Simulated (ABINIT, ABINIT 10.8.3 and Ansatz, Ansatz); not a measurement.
**Excitons of YHSe (P-6m2): kernels and approximations**

Wanted: excitons and ε₂ of YHSe (P-6m2), with cost.

Method: LDA and many-body steps on it, plane waves, in ABINIT 10.8.3 and Ansatz 0.2.0.

### 1. Set-up

Symmetry: P-6m2, No. 187, hexagonal system. The conventional cell has a = 3.841 Å, b = 3.841 Å, c = 3.916 Å, α = 90.00°, β = 90.00°, γ = 120.00°. Nearest to Y lie 3 H at 2.22 Å and 6 Se at 2.96 Å. Nearest to H lie 3 Y at 2.22 Å. Nearest to Se lie 6 H at 2.96 Å and 6 Y at 2.96 Å. Farther neighbours and most contacts between anions are not listed.

The cell and positions are those that the Materials Project relaxed with its own functionals (PBE, PBE+U or r2SCAN), kept fixed.

### 2. Empty states on the mesh, 3×3×4 mesh, 42 bands

This step: ABINIT 10.8.3; DFT, LDA, plane waves, norm-conserving pseudopotentials.

The sums over transitions need many empty states on a uniform mesh; this step solves for them.

run.abi reads:

```
acell 3*1.0 Angstrom
rprim 
  3.840931335803 -0.000000000001 0.000000000000
  -1.920465667901 3.326344110998 0.000000000000
  0.000000000000 0.000000000000 3.915549560000
ntypat 3
znucl 39 1 34
natom 3
typat 1 2 3
xred 
  0.000000000000 0.000000000000 0.000000000000
  0.333333333333 0.666666666667 0.000000000000
  0.666666666667 0.333333333333 0.500000000000
pp_dirpath "pseudos"
pseudos "Y.upf, H.upf, Se.upf"
ecut 39
ngkpt 3 3 4
nshiftk 1
shiftk 0 0 0
kptopt 1
chksymbreak 0
iscf -2
irdden 1
istwfk *1
nband 42
nbdbuf 4
tolwfr 1e-09
nstep 60
prtvol 0
indata_prefix "in"
outdata_prefix "out"
tmpdata_prefix "tmp"
```

Run with:

```sh
> OMP_NUM_THREADS=1 mpirun -n 4 abinit run.abi > log
```

Numbers of over 12 decimals in the logs are rounded to 6 here.

The log of the run:

```text
.Version 10.8.3 of ABINIT. v10.8.2 released Aug 2026.

 Symmetries : space group P-6 m 2 (#187); Bravais hP (primitive hexag.)
[... echo of the input left out ...]
== DATASET  1 ==================================================================
-   mpi_nproc: 4, omp_nthreads: 1 (-1 if OMP is not activated)

--- !DatasetInfo
iteration_state: {dtset: 1, }
dimensions: {natom: 3, nkpt: 9, mband: 42, nsppol: 1, nspinor: 1, nspden: 1, mpw: 3939, }
cutoff_energies: {ecut:  39.0, pawecutdg:  -1.0, }
[...]
0.70992    0.70992    0.83738    0.96493    0.96493    0.99463    0.99463    1.01969
   1.15366    1.15366    1.17010    1.24545    1.26215    1.31385    1.31385    1.36478
   1.39883    1.39884
 prteigrs : prtvol=0 or 1, do not print more k-points.

== END DATASET(S) ==============================================================
================================================================================

 -outvars: echo values of variables after computation  --------
            nband          42
             nkpt           9
          spgroup         187
 [... the other variables as echoed above ...]

 Calculation completed.
```

Elapsed: 25 s, on 4 MPI ranks of Arm Neoverse N1, shared host; peak memory 0.28 GiB.

This step gave:

```yaml
gap: 1.365 eV
k_of_the_valence_top: 0, 0, 0.5
k_of_the_conduction_bottom: 0, 0, 0
least_direct_gap: 1.739 eV
k_points_computed: 9
lowest_point_of_the_top_converged_band_above_the_valence_top: 25.90 eV
```

On this mesh the gap is 1.365 eV.

The density comes from a self-consistent run that is not shown.

### 3. Screening, 3×3×4 mesh, 38 bands, screening to 98 eV

The RPA dielectric matrix is built and inverted for each q.

This step: RPA screening on LDA, plane waves, norm-conserving pseudopotentials.

Edit run.abi of step 2 so:

```diff
@@ -21,10 +21,11 @@
 chksymbreak 0
-iscf -2
-irdden 1
 istwfk *1
-nband 42
-nbdbuf 4
-tolwfr 1e-09
-nstep 60
-prtvol 0
+occopt 1
+irdwfk 1
+optdriver 3
+nband 38
+ecuteps 3.6
+inclvkb 2
+awtr 1
+symchi 1
 indata_prefix "in"
```

The log of the run:

```text
.Version 10.8.3 of ABINIT. v10.8.2 released Aug 2026.

 Symmetries : space group P-6 m 2 (#187); Bravais hP (primitive hexag.)
[... echo of the input left out ...]
== DATASET  1 ==================================================================
-   mpi_nproc: 4, omp_nthreads: 1 (-1 if OMP is not activated)

--- !DatasetInfo
iteration_state: {dtset: 1, }
dimensions: {natom: 3, nkpt: 9, mband: 38, nsppol: 1, nspinor: 1, nspden: 1, mpw: 3939, }
cutoff_energies: {ecut:  39.0, pawecutdg:  -1.0, }
[...]
--------------------------------------------------------------------------------
[... chi0 elements left out ...]
 For q-point:  0.000010 0.000020 0.000030
  dielectric constant =  11.4256
  dielectric constant without local fields =  12.6299

  Average fulfillment of the sum rule on Im[epsilon] for q-point    1 :     35.70  [%]
[... wings left out ...]
  q-point number  2        q = ( 0.333333, 0.000000, 0.000000) [r.l.u.]
--------------------------------------------------------------------------------
[... chi0 elements left out ...]
  Average fulfillment of the sum rule on Im[epsilon] for q-point    2 :     50.03  [%]

 [... 7 further q-points ...]
```

Run time: 12 s. Hardware: 4 MPI ranks; peak memory 0.53 GiB; 48 s of CPU time.

Numbers from this step:

```
ε∞ with local fields, on this mesh, along the program's q direction : 11.43
the same without local fields                                       : 12.63
plasma frequency                                                    : 27.78 eV
plane waves in the screening matrix                                 : 109
```

Local fields lower ε∞ by 10 %. On a Γ-centred mesh this coarse the value itself is usually too large, while a short band sum pulls it down.

### 4. Self-energy, 3×3×4 mesh, 38 bands, screening to 98 eV

The self-energy is evaluated for the states that the input lists, and the levels follow from it, in one-shot runs by the linearised quasiparticle equation.

This step: G0W0 on LDA, plane waves, norm-conserving pseudopotentials.

Edit run.abi of step 3 so:

```diff
@@ -24,8 +24,17 @@
 irdwfk 1
-optdriver 3
+optdriver 4
 nband 38
+gwcalctyp 0
+ecutsigx 39
+symsigma 1
+nkptgw 2
+kptgw 
+  0.0000000000 0.0000000000 0.5000000000
+  0.0000000000 0.0000000000 0.0000000000
+bdgw 
+  12 16
+  13 17
 ecuteps 3.6
-inclvkb 2
-awtr 1
-symchi 1
+irdscr 1
+ppmodel 1
 indata_prefix "in"
```

The log of the run:

```text
.Version 10.8.3 of ABINIT. v10.8.2 released Aug 2026.

 Symmetries : space group P-6 m 2 (#187); Bravais hP (primitive hexag.)
[... echo of the input left out ...]
== DATASET  1 ==================================================================
-   mpi_nproc: 4, omp_nthreads: 1 (-1 if OMP is not activated)

--- !DatasetInfo
iteration_state: {dtset: 1, }
dimensions: {natom: 3, nkpt: 9, mband: 38, nsppol: 1, nspinor: 1, nspden: 1, mpw: 3939, }
cutoff_energies: {ecut:  39.0, pawecutdg:  -1.0, }
[...]
Band     E0 <VxcDFT>   SigX SigC(E0)      Z dSigC/dE  Sig(E)    E-E0       E
[...]
16  10.502 -13.530  -8.376  -3.622   0.806  -0.241 -12.296   1.235  11.737
       17  10.502 -13.530  -8.376  -3.622   0.806  -0.241 -12.296   1.235  11.737

== END DATASET(S) ==============================================================
================================================================================

 -outvars: echo values of variables after computation  --------
           etotal      0.0000000000E+00
            nband          38
             nkpt           9
          spgroup         187
 [... the other variables as echoed above ...]

 Calculation completed.
```

It took 5.9 s on 4 MPI ranks; peak memory 0.19 GiB; 23 s of CPU time.

Numbers from this step:

```
G0W0 gap on the points computed              : 2.590 eV
starting gap on the mesh                     : 1.365 eV
k of the valence top                         : 0, 0, 0.5
k of the conduction bottom                   : 0, 0, 0
least direct G0W0 gap on the computed points : 3.282 eV
```

The gap on the mesh goes from 1.36 eV to 2.59 eV, a correction of +1.23 eV.

The gap opens by 1.225 eV; the next steps shift the empty bands rigidly by 1.225 eV. The least direct G0W0 gap is 3.282 eV, so this shift leaves the direct transitions −0.32 eV off.

### 5. Excitons

Light makes an electron and a hole together. The Bethe-Salpeter equation adds their screened attraction and their exchange, in a window of bands around the gap.

This step: Bethe-Salpeter equation on LDA with a scissors shift, plane waves, norm-conserving pseudopotentials.

Edit run.abi of step 4 so:

```diff
@@ -24,17 +24,17 @@
 irdwfk 1
-optdriver 4
-nband 38
-gwcalctyp 0
-ecutsigx 39
-symsigma 1
-nkptgw 2
-kptgw 
-  0.0000000000 0.0000000000 0.5000000000
-  0.0000000000 0.0000000000 0.0000000000
-bdgw 
-  12 16
-  13 17
+optdriver 99
+bs_calctype 1
+mbpt_sciss 1.225 eV
+bs_loband 11
+nband 20
+bs_exchange_term 1
+bs_coulomb_term 11
+bs_coupling 0
+bs_algorithm 1
+bs_freq_mesh 0 9 0.05 eV
+zcut 0.15 eV
 ecuteps 3.6
+ecutwfn 19.5
+inclvkb 2
 irdscr 1
-ppmodel 1
 indata_prefix "in"
```

The log of the run:

```text
.Version 10.8.3 of ABINIT. v10.8.2 released Aug 2026.

 Symmetries : space group P-6 m 2 (#187); Bravais hP (primitive hexag.)
[... echo of the input left out ...]
== DATASET  1 ==================================================================
-   mpi_nproc: 4, omp_nthreads: 1 (-1 if OMP is not activated)

--- !DatasetInfo
iteration_state: {dtset: 1, }
dimensions: {natom: 3, nkpt: 9, mband: 20, nsppol: 1, nspinor: 1, nspden: 1, mpw: 1401, }
cutoff_energies: {ecut:  19.5, pawecutdg:  -1.0, }
electrons: {nelect:   2.80000000E+01, charge:   0.00000000E+00, occopt:   1.00000000E+00, tsmear:   1.00000000E-02, }

 Exciton: Calculation of dielectric properties by solving the Bethe-Salpeter equation
 in frequency domain and reciprocal space on a transitions basis set.
 Based on a program developed by L. Reining, V. Olevano, F. Sottile,
 S. Albrecht, and G. Onida. Incorporated in ABINIT by M. Giantomassi.

.Using double precision arithmetic ; gwpc =  8

[... cell and pseudopotentials left out ...]
--------------------------------------------------------------------------------

 ==== K-mesh for the wavefunctions ====
 Number of points in the irreducible wedge :     9
[... list of points left out ...]
 Together with 12 symmetry operations and time-reversal symmetry
 yields    36 points in the full Brillouin Zone.

 ==== Q-mesh for the screening function ====
 Number of points in the irreducible wedge :     9
[... list of points left out ...]
 Together with 12 symmetry operations and time-reversal symmetry
 yields    36 points in the full Brillouin Zone.

 vcoul_init : cutoff-mode = AUXILIARY_FUNCTION
 q-points for optical limit:   1
     1)      0.000010    0.000020    0.000030
 setmesh: FFT mesh size selected  =    18x   18x   24
          total number of points  =         7776

 ==== Fundamental parameters for the solution of the Bethe-Salpeter equation: ====
 Algorithm: Direct diagonalization.
 Dimension of the v, W matrices,  npweps  = 109
 Cutoff for the wavefunctions,    npwwfn  = 1401
 Number of k-points in the IBZ,   nkibz   = 9
 Highest empty band included,     nband   = 20
 === Spin UP ===
 Number of resonant transitions          864
 Lowest occupied state                   11
 Highest occupied state                  14
 Lowest unoccupied state                 15
 Highest unoccupied state                20
 Minimum frequency [eV]           Emin    =   0.00
 Maximum frequency [eV]           Emax    =   9.00
 Frequency step [eV]              dE      =   0.05
 Lorentzian broadening [eV]       eta     =   0.15
 RPA L0 with KS energies and KS wavefunctions
 Scissors operator energy [eV] =          1.22
 Local fields effects (v term) included
 Excitonic effects (W term) included
 Full W_GG' included
 W is read from an external SCR file
 Resonant-only calculation (Hermitian case)

 Calculating epsilon_Macro(q-->0,w), along the following directions:
 q = (  1.000429  0.000000  0.000000) [r.l.u.]
 q = (  0.000000  1.000429  0.000000) [r.l.u.]
 q = (  0.000000  0.000000  1.177638) [r.l.u.]
 q = (  1.155196 -0.577598  0.000000) [r.l.u.]
 q = ( -0.000000  1.000429  0.000000) [r.l.u.]
 q = (  0.000000  0.000000  1.177638) [r.l.u.]
 Number of electrons calculated from density =   27.8519; Expected =   28.0000
 average of density, n =  0.082501
 r_s =    1.4250
 omega_plasma =   27.7068 [eV]

. Writing resonant excitonic Hamiltonian on file out_BSR; file size=   0.01 [Gb].
 Direct diagonalization of the resonant excitonic Hamiltonian, Matrix size= 864
. Using LAPACK sequential version.
 Excitonic eigenvalues in eV up to n=   32
   2.70910   2.70918   3.72842   3.73352   3.80271   3.80353   3.81101   3.81184
   3.85096   3.85591   3.85749   3.86499   3.87965   3.88058   3.94503   3.99671
   4.08732   4.38164   4.38207   4.43740   4.44197   4.44224   4.45158   4.46956
   4.46980   4.54538   4.55524   4.55629   4.55853   4.56659   4.56769   4.57430

 First excitonic eigenvalue=    2.71 [eV]
 Last  excitonic eigenvalue=   13.96 [eV]

 GW  direct gap       2.96  0.00 [eV]
 EXC direct gap       2.71  0.00 [eV]
 EXC binding energy   0.25  0.00 [eV]

 Excitonic eigenvalues up to the GW energy gap [eV]
  1 (  2.71  0.00)
  2 (  2.71  0.00)

 Macroscopic dielectric function:
 omega [eV] <KS_RPA_nlf>  <GW_RPA_nlf>  <BSE>
   0.0000  12.7382   0.0000   9.6373   0.0000  10.4995   0.0000
   0.0500  12.7417   0.0217   9.6383   0.0062  10.5009   0.0085
   0.1000  12.7523   0.0435   9.6415   0.0125  10.5051   0.0171
   0.1500  12.7701   0.0657   9.6466   0.0188  10.5122   0.0257
   0.2000  12.7952   0.0883   9.6539   0.0251  10.5221   0.0343
   0.2500  12.8277   0.1115   9.6633   0.0315  10.5349   0.0431
   0.3000  12.8680   0.1356   9.6748   0.0379  10.5506   0.0520
   0.3500  12.9161   0.1607   9.6884   0.0445  10.5693   0.0610
   0.4000  12.9726   0.1870   9.7042   0.0511  10.5909   0.0702
   0.4500  13.0379   0.2149   9.7222   0.0579  10.6157   0.0796

 Writing KS-RPA macroscopic dielectric function without local fields to file: out_RPA_NLF_MDF
 Writing GW-RPA macroscopic dielectric function without local fields to file: out_GW_NLF_MDF
 Writing EXC Macroscopic dielectric function to file: out_EXC_MDF

== END DATASET(S) ==============================================================
================================================================================

 -outvars: echo values of variables after computation  --------
           etotal      0.0000000000E+00
            nband          20
             nkpt           9
          spgroup         187
 [... the other variables as echoed above ...]

 Calculation completed.
```

It took 28 s on 4 MPI ranks; peak memory 0.31 GiB.

Numbers from this step:

* direct gap of the transition levels: 2.964 eV
* transitions in the window: 864
* first strong exciton (over a fiftieth of the strongest listed): 2.709 eV
* lowest state: 2.709 eV
* binding of the lowest state below the direct gap: 0.2545 eV
* Coulomb term of one mesh cell: 0.2942 eV

The binding is 0.87 times the screened Coulomb term of one mesh cell (0.29 eV), so it is not shown settled.

The lowest state lies at 2.709 eV, 0.255 eV under the direct gap.

Lines within 3 meV are set at the lowest of them, and the highest group, which the list may cut short, is left out. Exciton lines, with heights relative to the strongest:

| position (eV) | lines merged | oscillator strength, relative |
| --- | --- | --- |
| 2.709 | 2 | 100 |
| 3.728 | 1 | 33 |
| 3.733 | 1 | 0.0 |
| 3.803 | 2 | 0.1 |
| 3.811 | 2 | 41 |
| 3.851 | 1 | 0.0 |
| 3.856 | 2 | 0.1 |
| 3.865 | 1 | 8.4 |
| 3.880 | 2 | 51 |
| 3.945 | 1 | 2.6 |

The ε₂ has structure finer than the step of the table below, so its rows give means over 0.25 eV, whole bins alone (the curve runs from 0 to 9 eV). Peaks (eV: height): BSE 2.700: 18.5, 3.850: 22.5, 5.100: 17.7, 5.600: 20.8; no electron-hole interaction 2.950: 16.1, 4.050: 19.3, 5.950: 20.7, 6.850: 17.0; Kohn-Sham, no shift 1.750: 16.1, 2.850: 19.3, 4.700: 20.6, 5.600: 17.0.

Mean over the three Cartesian directions of q; broadening 0.15 eV; transition window only. Limits: finite bands, cutoff and mesh; exchange with frozen shells missing; no spin-orbit coupling; coarse k mesh; exciton not shown settled in the k mesh. Table of ε₂ by photon energy; means over each step:

| photon energy (eV) | BSE | no electron-hole interaction | Kohn-Sham, no shift |
| --- | --- | --- | --- |
| 0.25 | 0.0432 | 0.0316 | 0.113 |
| 0.50 | 0.0895 | 0.0649 | 0.247 |
| 0.75 | 0.143 | 0.102 | 0.443 |
| 1.00 | 0.208 | 0.146 | 0.797 |
| 1.25 | 0.296 | 0.202 | 1.68 |
| 1.50 | 0.424 | 0.277 | 5.46 |
| 1.75 | 0.637 | 0.388 | 13.3 |
| 2.00 | 1.06 | 0.572 | 5.35 |
| 2.25 | 2.22 | 0.938 | 3.03 |
| 2.50 | 7.46 | 1.92 | 5.19 |
| 2.75 | 14.9 | 6.37 | 15.2 |
| 3.00 | 5.40 | 13.1 | 12.5 |
| 3.25 | 3.48 | 4.84 | 6.03 |
| 3.50 | 6.51 | 3.10 | 9.03 |
| 3.75 | 18.4 | 5.83 | 12.0 |
| 4.00 | 13.6 | 16.1 | 10.9 |
| 4.25 | 6.98 | 11.4 | 12.9 |
| 4.50 | 11.1 | 6.07 | 14.8 |
| 4.75 | 14.3 | 9.48 | 19.6 |
| 5.00 | 16.3 | 12.1 | 15.3 |
| 5.25 | 13.6 | 10.9 | 14.1 |
| 5.50 | 18.0 | 13.0 | 15.8 |
| 5.75 | 17.1 | 15.5 | 13.2 |
| 6.00 | 12.4 | 19.3 | 8.58 |
| 6.25 | 12.7 | 15.1 | 7.70 |
| 6.50 | 12.6 | 14.1 | 7.01 |
| 6.75 | 8.82 | 16.0 | 6.71 |
| 7.00 | 7.04 | 12.5 | 7.81 |
| 7.25 | 5.81 | 8.53 | 4.61 |
| 7.50 | 5.57 | 7.56 | 4.65 |
| 7.75 | 6.11 | 6.95 | 3.50 |
| 8.00 | 5.88 | 6.88 | 2.23 |
| 8.25 | 3.57 | 7.61 | 2.36 |
| 8.50 | 4.47 | 4.42 | 2.82 |
| 8.75 | 3.26 | 4.71 | 3.79 |

### 6. Triplet (no exchange term)

Edit run.abi of step 5 so:

```diff
@@ -27,5 +27,5 @@
 mbpt_sciss 1.225 eV
-bs_loband 11
-nband 20
-bs_exchange_term 1
+bs_loband 12
+nband 19
+bs_exchange_term 0
 bs_coulomb_term 11
@@ -33,3 +33,3 @@
 bs_algorithm 1
-bs_freq_mesh 0 9 0.05 eV
+bs_freq_mesh 0 7 0.05 eV
 zcut 0.15 eV
```

The log of the run:

```text
.Version 10.8.3 of ABINIT. v10.8.2 released Aug 2026.

 Symmetries : space group P-6 m 2 (#187); Bravais hP (primitive hexag.)
[... echo of the input left out ...]
== DATASET  1 ==================================================================
-   mpi_nproc: 4, omp_nthreads: 1 (-1 if OMP is not activated)

--- !DatasetInfo
iteration_state: {dtset: 1, }
dimensions: {natom: 3, nkpt: 9, mband: 19, nsppol: 1, nspinor: 1, nspden: 1, mpw: 1401, }
cutoff_energies: {ecut:  19.5, pawecutdg:  -1.0, }
electrons: {nelect:   2.80000000E+01, charge:   0.00000000E+00, occopt:   1.00000000E+00, tsmear:   1.00000000E-02, }

 Exciton: Calculation of dielectric properties by solving the Bethe-Salpeter equation
 in frequency domain and reciprocal space on a transitions basis set.
 Based on a program developed by L. Reining, V. Olevano, F. Sottile,
 S. Albrecht, and G. Onida. Incorporated in ABINIT by M. Giantomassi.

.Using double precision arithmetic ; gwpc =  8

[... cell and pseudopotentials left out ...]
--------------------------------------------------------------------------------

 ==== K-mesh for the wavefunctions ====
 Number of points in the irreducible wedge :     9
[... list of points left out ...]
 Together with 12 symmetry operations and time-reversal symmetry
 yields    36 points in the full Brillouin Zone.

 ==== Q-mesh for the screening function ====
 Number of points in the irreducible wedge :     9
[... list of points left out ...]
 Together with 12 symmetry operations and time-reversal symmetry
 yields    36 points in the full Brillouin Zone.

 vcoul_init : cutoff-mode = AUXILIARY_FUNCTION
 q-points for optical limit:   1
     1)      0.000010    0.000020    0.000030
 setmesh: FFT mesh size selected  =    18x   18x   24
[...]
q = (  0.000000  0.000000  1.177638) [r.l.u.]
 Number of electrons calculated from density =   27.8519; Expected =   28.0000
 average of density, n =  0.082501
 r_s =    1.4250
 omega_plasma =   27.7068 [eV]

. Writing resonant excitonic Hamiltonian on file out_BSR; file size=   0.00 [Gb].
 Direct diagonalization of the resonant excitonic Hamiltonian, Matrix size= 540
. Using LAPACK sequential version.
 Excitonic eigenvalues in eV up to n=   32
   2.68423   2.68436   3.69805   3.73136   3.78787   3.78863   3.79634   3.79713
   3.83988   3.84313   3.84466   3.84985   3.86338   3.86430   3.88225   3.96969
   4.08627   4.33453   4.33487   4.41656   4.41691   4.42944   4.44998   4.45027
   4.45143   4.51675   4.53439   4.53529   4.54117   4.54334   4.54943   4.55048

 First excitonic eigenvalue=    2.68 [eV]
 Last  excitonic eigenvalue=   11.96 [eV]

 GW  direct gap       2.96  0.00 [eV]
 EXC direct gap       2.68  0.00 [eV]
 EXC binding energy   0.28  0.00 [eV]

 Excitonic eigenvalues up to the GW energy gap [eV]
  1 (  2.68  0.00)
  2 (  2.68  0.00)

 Macroscopic dielectric function:
 omega [eV] <KS_RPA_nlf>  <GW_RPA_nlf>  <BSE>
   0.0000  12.3116   0.0000   9.2615   0.0000  10.5118   0.0000
   0.0500  12.3151   0.0216   9.2626   0.0062  10.5133   0.0094
   0.1000  12.3257   0.0434   9.2656   0.0124  10.5180   0.0188
[...]
0.4000  12.5452   0.1864   9.3278   0.0507  10.6123   0.0772
   0.4500  12.6102   0.2141   9.3457   0.0574  10.6394   0.0875

 Writing KS-RPA macroscopic dielectric function without local fields to file: out_RPA_NLF_MDF
 Writing GW-RPA macroscopic dielectric function without local fields to file: out_GW_NLF_MDF
 Writing EXC Macroscopic dielectric function to file: out_EXC_MDF

== END DATASET(S) ==============================================================
================================================================================

 -outvars: echo values of variables after computation  --------
           etotal      0.0000000000E+00
            nband          19
             nkpt           9
          spgroup         187
 [... the other variables as echoed above ...]

 Calculation completed.
```

Wall time 13 s (4 MPI ranks); peak memory 0.3 GiB.

The lowest triplet lies at 2.684 eV; without spin-orbit coupling triplets are dark, so no spectrum is read.

[end of part 1 of 3]

[Paths, hosts, dates, memory and timing lines, banners, echoed tables and standing remarks are left out of the program output.]

[Logs are printed without paths, hosts, clocks, repeated set-up lines and the standing remarks that a program may print on its own settings, such as how far it seeks lower states.]

[Runs of the session that timed out or met a known fault of the program may be left out.]

[Hosts, paths, dates, database ids (printed as entryN), source tags and the programs' standing remarks are cut or masked in the printed files.]

[G0W0 gaps are taken among the corrected bands and points alone; a level outside them can change the order at an edge.]

[Where Ansatz stands beside ABINIT at settings called matched, ABINIT's density can come from a denser mesh and the files from another edition; pairs whose starting gaps differed by over 0.03 eV were left out, so agreement reads better than it is.]
